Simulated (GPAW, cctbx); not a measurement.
# Na2LiTiCl6: what bonding does to one electron reflection, worked out

Na2LiTiCl6, Fm-3m (no. 225), a = 9.8290 Å, b = 9.8290 Å, c = 9.8290 Å, α = 90.00°, β = 90.00°, γ = 90.00°.

| atom | mult. | x | y | z |
| --- | --- | --- | --- | --- |
| Ti1 | 4 | 0 | 0 | 0 |
| Cl1 | 24 | 0.2450 | 0 | 0 |
| Na1 | 8 | 1/4 | 1/4 | 3/4 |
| Li1 | 4 | 1/2 | 0 | 0 |

The start was made by putting kin elements into a known structure type; the compound need not exist, or be stable, in this form.

A DFT run (GPAW, PBE, 550 eV, 4×4×4 k-points, Fermi–Dirac width 0.05 eV) gives the static X-ray structure factor of 020 as 132.599 e for the conventional cell; superposed free atoms give 130.044 e. **Problem.** Find the Fourier component V of the crystal potential and the two-beam extinction distance at 200 kV in both cases.

## 1. Geometry

The cell volume is Ω = 949.57 Å³ and d(020) = 4.9145 Å, so g = 1/d = 0.2035 Å⁻¹.

## 2. The nuclei

Electrons feel nuclei as well as electrons, so the nuclear charges are summed with the same phases.

Phase sums Σ exp(2πi h·x), turned so that the total is real and positive: Ti +4.000, Cl +8.016, Na -8.000, Li +4.000. Then F_Z = 22 × (+4.000) + 17 × (+8.016) + 11 × (-8.000) + 3 × (+4.000) = 148.27 e. The electron term has the same sign for this reflection.

## 3. Mott–Bethe

Poisson's equation, term by term, gives V = (e/4πε₀)(F_Z − F)/(πΩg²), with e/4πε₀ = 14.3996 V Å.

The prefactor is 14.3996 × 4.9145²/(π × 949.57) = 0.11658 V per electron. Free atoms: (148.27 − 130.044) × 0.11658 = 2.124 V. Crystal: (148.27 − 132.599) × 0.11658 = 1.827 V. F changes by +1.96 % and V by -14.0 %: the same 2.55 e is measured against F_Z − F = 18.2 e in place of F = 130.0 e.

## 4. Extinction distance

In the two-beam case ξ = 1/(λU) with U = 2γm₀eV/h², that is ξ = 150.41 V Å²/(γλV).

At 200 kV, λ = 0.02508 Å and γ = 1.3914. Free atoms: ξ = 2029 Å. Crystal: ξ = 2360 Å. The thickness fringes go as sin²(πt/ξ), so the two patterns slip by a quarter of a period when t|1/ξ₁ − 1/ξ₀| = 1/4, at t ≈ 362 nm. Thermal motion, absorption and many-beam coupling, left out here, change a real pattern.

## 5. Answer

V(020) is 1.83 V against 2.12 V, and ξ is 2360 against 2029 Å. Limits: static atoms, two beams; no Hubbard U on Ti.
